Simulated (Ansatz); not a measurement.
# K2C2SN2O: complex band structure, part 2 of 2

Aim: relax a made-up compound, K2C2SN2O, and see how good a tunnel barrier it would be. It is built by putting S for part of the O in the KCNO structure of space group Ima2, with the volume rescaled by atomic radii. The parent structure comes from the Materials Project.

Ansatz 0.2.0; PBEsol DFT, plane waves, PAW files (the session's first sound run).

So far, gap on path (eV): step 3 (band edges) 4.44.

The structure was built from a prototype and need not be the compound's stable phase.

### 5. Decaying states in the gap, plane (001)

The same for the (001) plane, at (0, 0) and (-0.5, -0.5), to see how the decay depends on direction.

The input, input.yaml:

```yaml
crystal:
  lattice:
    - [5.797518315, 0.0, 0.0]
    - [1.064930436, 5.698871974, 0.0]
    - [2.427786313, -2.798370081, 4.585468068]
  atoms:
    - { symbol: K, position: [0.0189331714, 0.2830769731, 0.2556487265] }
    - { symbol: K, position: [0.5274282466, 0.7745818979, 0.2556487265] }
    - { symbol: C, position: [0.7158077579, 0.9742783057, 0.7584705478] }
    - { symbol: C, position: [0.2528853334, 0.4914369648, 0.7385516314] }
    - { symbol: "N", position: [0.5794070593, 0.8448196327, 0.7654125734] }
    - { symbol: "N", position: [0.3821957057, 0.3596825007, 0.477486795] }
    - { symbol: S, position: [0.9061572544, 0.1498248684, 0.743667614] }
    - { symbol: O, position: [0.1171854711, 0.6222998568, 0.0051143856] }
kpoints:
  mp_grid: { grid: [6, 6, 6] }
scf:
  occupations: { method: fixed }
hamiltonian:
  xc: pbesol
output:
  eigenvalues: true
  transmission:
    leads: [[0, 0]]
    kpoints: [[0.0, 0.0], [-0.5, -0.5]]
    e_range: [-1.0, 5.44]
    de: 0.13
```

Started as:

```console
ansatz run input.yaml --threads 2 --pin off --max-ram 4096MiB --backend cpu --events-out ev --progress --plain --runs-dir out
```

Wall time 26 s (2 threads of AMD EPYC 9R45, shared host); peak memory 1.1 GiB; 52 s of CPU time.

Numbers from this step:

| Quantity | Value |
| --- | --- |
| decay constant at the filling level, zone centre | 0.4866 Å⁻¹ |
| decay constant at the filling level, slowest listed point | 0.4531 Å⁻¹ |

K parallel (0, 0); values up to 1.5 1/Å, a degenerate pair printed once or twice; energies at which all values exceed this have no row. Im kz of the slowest decaying states against energy, zero at the highest filled level on the SCF mesh:

```
energy (eV)  decay 1 (Å⁻¹)  decay 2 (Å⁻¹)  decay 3 (Å⁻¹)  decay 4 (Å⁻¹)
      -1.00          0.231          0.484          0.586          0.646
      -0.74          0.243          0.436          0.548          0.584
      -0.35          0.370          0.464          0.517          0.583
      -0.09          0.116          0.475          0.556          0.601
       0.04          0.279          0.511          0.571          0.610
       0.30          0.400          0.568          0.593          0.629
       0.56          0.455          0.610          0.611          0.647
       0.95          0.493          0.632          0.661          0.673
       1.21          0.503          0.648          0.687          0.688
       1.60          0.505          0.672          0.704          0.723
       1.86          0.501          0.660          0.712          0.743
       2.12          0.492          0.646          0.718          0.762
       2.51          0.472          0.621          0.723          0.778
       2.77          0.454          0.600          0.724          0.761
       3.16          0.417          0.563          0.723          0.735
       3.42          0.385          0.533          0.716          0.725
       3.81          0.320          0.475          0.685          0.706
       4.07          0.256          0.386          0.458          0.663
       4.46          0.458          0.615          0.627          0.640
       4.72         0.0243          0.437          0.561          0.601
       5.11          0.378          0.433          0.559          0.559
       5.37         0.0861          0.171          0.303          0.525
```

K parallel (-0.5, -0.5); values up to 1.5 1/Å, a degenerate pair printed once or twice; energies at which all values exceed this have no row. Table of Im kz of the slowest decaying states by energy, zero at the highest filled level on the SCF mesh:

```
energy (eV)  decay 1 (Å⁻¹)  decay 2 (Å⁻¹)  decay 3 (Å⁻¹)  decay 4 (Å⁻¹)
      -1.00          0.385          0.432          0.593          0.689
      -0.74          0.324          0.611          0.724          0.820
      -0.48          0.154          0.210          0.625          0.780
      -0.22          0.250          0.328          0.637          0.785
       0.04          0.124          0.316          0.514          0.647
       0.30          0.308          0.359          0.591          0.654
       0.56          0.389          0.389          0.631          0.660
       0.82          0.412          0.441          0.655          0.664
       1.08          0.428          0.477          0.666          0.669
       1.34           0.44          0.503          0.668          0.677
       1.60          0.448          0.522          0.667          0.681
       1.86          0.452          0.536          0.666          0.681
       2.12          0.454          0.546          0.663          0.678
       2.25          0.453          0.549          0.661          0.675
       2.51          0.450          0.554          0.656          0.669
       2.77          0.444          0.556          0.638          0.650
       3.03          0.435          0.555          0.602          0.642
       3.29          0.424          0.552          0.559          0.633
       3.55          0.409          0.508          0.547          0.620
       3.81          0.390          0.444          0.540          0.603
       4.07          0.356          0.366          0.532          0.577
       4.33          0.203          0.336          0.522          0.524
       4.59          0.298          0.448          0.512          0.536
       4.85          0.242          0.293          0.505          0.508
       5.11          0.145          0.235          0.364          0.477
       5.37          0.259          0.338          0.339          0.440
```

At the listed wavevectors the last open channel is at -0.09 eV and the next at +4.46 eV on the grid. At +2.25 eV, the grid energy nearest the filling level (the middle of the gap on the SCF mesh), the slowest state at the listed wavevectors decays with κ = 0.453 Å⁻¹, its amplitude falling by e over 2.2 Å; the first such run, plane (010), gave 0.463 Å⁻¹.

### 6. Band edges at another level, cutoff 500 eV

This step: r2SCAN DFT, plane waves, PAW files (Ansatz 0.2.0).

The edges again with r2SCAN, at the same atoms. Against that run the cutoff is 500 eV against 420.

The input, input.yaml:

```yaml
crystal:
  lattice:
    - [-3.7038672296, 3.1256758546, 3.1816248382]
    - [3.7038672296, -3.215032246, 3.270546452]
    - [3.7038672296, 3.215032246, -3.270546452]
  atoms:
    - { symbol: K, position: [0.3020101445, 0.2745818979, 0.0189331714] }
    - { symbol: K, position: [0.3020101445, 0.7830769731, 0.5274282466] }
    - { symbol: C, position: [0.6900860636, 0.4742783057, 0.7158077579] }
    - { symbol: C, position: [0.7443222982, 0.9914369648, 0.2528853334] }
    - { symbol: "N", position: [0.424226692, 0.3448196327, 0.5794070593] }
    - { symbol: "N", position: [0.7418782064, 0.8596825007, 0.3821957057] }
    - { symbol: S, position: [0.0559821228, 0.6498248684, 0.9061572544] }
    - { symbol: O, position: [0.7394853279, 0.1222998568, 0.1171854712] }
kpoints:
  mp_grid: { grid: [6, 6, 6] }
  band_path: { path: [VBM, CBM], npoints: 30 }
scf:
  occupations: { method: fixed }
hamiltonian:
  xc: r2scan
output:
  eigenvalues: true
```

It took 28 s on 2 threads; peak memory 0.93 GiB.

This step gave:

```
free energy        : -5835.8949 eV
Fermi energy       : 1.915 eV
gap on the k-mesh  : 4.904 eV
gap on path        : 4.904 eV, by band count; negative where bands overlap
direct gap on path : 4.904 eV
```

Levels at VBM (eV): -6.71, -5.93, -4.92, -4.81, -3.93, -3.67, -3.21, -3.05, -1.36, -0.57, -0.22, 0.00, 4.90, 5.39, 6.16, 6.78, 7.31, 7.62.

The searched edges give 4.90 eV, as on the mesh.

Between step 3 and this run (r2SCAN and cutoff 500 eV) the value for the gap on path moves from 4.44 eV to 4.90 eV.

### 7. Complex bands at another level, cutoff 500 eV

This step: r2SCAN DFT, plane waves, PAW files; complex bands by layer matching along the plane's normal (Ansatz 0.2.0).

The complex bands at that level, over its own gap, at (0, 0) and (0.5, 0).

The input, input.yaml:

```yaml
crystal:
  lattice:
    - [6.452790011, 0.0, 0.0]
    - [-0.176717401, 6.338868766, 0.0]
    - [3.138036305, 3.169434383, 3.70386723]
  atoms:
    - { symbol: K, position: [0.2745818979, 0.0189331714, 0.0084950752] }
    - { symbol: K, position: [0.7830769731, 0.5274282466, 0.9915049248] }
    - { symbol: C, position: [0.4742783057, 0.7158077579, 0.5] }
    - { symbol: C, position: [0.9914369648, 0.2528853334, 0.5] }
    - { symbol: "N", position: [0.3448196327, 0.5794070593, 0.5] }
    - { symbol: "N", position: [0.8596825007, 0.3821957057, 0.5] }
    - { symbol: S, position: [0.6498248684, 0.9061572544, 0.5] }
    - { symbol: O, position: [0.1222998568, 0.1171854711, 0.5] }
kpoints:
  mp_grid: { grid: [6, 6, 6] }
scf:
  occupations: { method: fixed }
hamiltonian:
  xc: r2scan
output:
  eigenvalues: true
  transmission:
    leads: [[0, 0]]
    kpoints: [[0.0, 0.0], [0.5, 0.0]]
    e_range: [-1.0, 5.9]
    de: 0.14
```

Elapsed: 63 s, on 2 threads; peak memory 2 GiB; 2.1 min of CPU time.

This step gave:

| Quantity | Value |
| --- | --- |
| level to which the leads are filled | 2.452 eV from the Fermi level |
| decay constant at the filling level, zone centre | 0.4838 Å⁻¹ |
| decay constant at the filling level, slowest listed point | 0.4838 Å⁻¹ |

K parallel (0, 0); values up to 1.5 1/Å, a degenerate pair printed once or twice; energies at which all values exceed this have no row. Table of Im kz of the slowest decaying states by energy, zero at the highest filled level on the SCF mesh:

```
energy (eV)  decay 1 (Å⁻¹)  decay 2 (Å⁻¹)  decay 3 (Å⁻¹)  decay 4 (Å⁻¹)
     -1.000          0.497          0.585          0.829          0.935
     -0.440          0.435          0.494          0.508          0.635
     -0.020          0.310          0.506          0.563          0.691
      0.540          0.527          0.540          0.695          0.756
      0.960          0.529          0.612          0.758          0.780
      1.520          0.521          0.685          0.813          0.846
      1.940          0.509          0.668          0.814          0.855
      2.500          0.484          0.635          0.779          0.838
      3.060          0.448          0.591          0.732          0.852
      3.480          0.413          0.548          0.697          0.825
      4.040          0.350          0.471          0.649          0.741
      4.460          0.281          0.388          0.609          0.655
      5.020         0.0911          0.322          0.466          0.550
      5.440         0.0329          0.302          0.499          0.657
```

K parallel (0.5, 0); values up to 1.5 1/Å, a degenerate pair printed once or twice; energies at which all values exceed this have no row. The Im kz of the slowest decaying states by energy, zero at the highest filled level on the SCF mesh:

```
energy (eV)  decay 1 (Å⁻¹)  decay 2 (Å⁻¹)  decay 3 (Å⁻¹)  decay 4 (Å⁻¹)
      -1.00          0.387          0.742          0.990          0.990
      -0.72          0.152          0.655          0.884           1.09
      -0.44          0.254          0.254          0.677          0.832
      -0.16          0.474          0.615          0.628           1.03
      -0.02          0.538          0.538          0.610          0.679
       0.12          0.580          0.609          0.712           1.09
       0.40          0.610          0.633          0.754           1.11
       0.68          0.611          0.665          0.779           1.03
       0.96          0.610          0.685          0.795          0.973
       1.24          0.608          0.697          0.805          0.936
       1.52          0.604          0.703          0.810          0.905
       1.80          0.598          0.704          0.813          0.877
       2.08          0.590          0.702          0.813          0.851
       2.36          0.581          0.696          0.810          0.825
       2.50          0.576          0.691          0.691          0.808
       2.78          0.564          0.680          0.787          0.803
       3.06          0.551          0.665          0.762          0.796
       3.34          0.535          0.647          0.735          0.787
       3.62          0.517          0.624          0.624          0.708
       3.90          0.497          0.596          0.679          0.764
       4.18          0.474          0.561          0.648          0.750
       4.46          0.446          0.515          0.613          0.734
       4.74          0.414          0.453          0.574          0.715
       5.02          0.355          0.374          0.529          0.693
       5.30         0.0761         0.0761          0.317          0.474
       5.58          0.236          0.425          0.638          0.725
       5.86          0.194          0.311          0.421          0.601
```

At the listed wavevectors the last open channel is at -0.02 eV and the next at +5.02 eV on the grid. At +2.50 eV, the grid energy nearest the filling level (the middle of the gap on the SCF mesh), the slowest state at the listed wavevectors decays with κ = 0.484 Å⁻¹, its amplitude falling by e over 2.1 Å; the first such run, plane (010), gave 0.463 Å⁻¹.

### 8. Results

* band gap: 4.44 eV
* least decay constant at mid-gap, normal to (010): 0.463 Å⁻¹
* least decay constant at mid-gap, normal to (001): 0.453 Å⁻¹
* least decay constant, r2SCAN: 0.484 Å⁻¹

**Reading.** With PBEsol, the slowest decay at the wavevectors tried is κ = 0.453 Å⁻¹, normal to (001). Through such a film the transmission near mid-gap falls as exp(−2κd), a factor of ten every 2.5 Å. The directions tried decay at nearly the same rate. A free electron under a barrier of half the gap would need a mass of 0.35 mₑ to decay at this rate. With r2SCAN the gap goes from 4.44 to 4.90 eV and the decay constant, over the first 2 listed wavevectors, from 0.463 to 0.484 Å⁻¹. The compound is made up by substitution; its stability against other phases and against distortions of the cell's symmetry was not tested. A semilocal functional narrows gaps, so real decay constants are likely larger.

[Logs are printed without paths, hosts, clocks, repeated set-up lines and the standing remarks that a program may print on its own settings, such as how far it seeks lower states.]

[Hosts, paths, dates, database ids (printed as entryN), source tags and the programs' standing remarks are cut or masked in the printed files.]
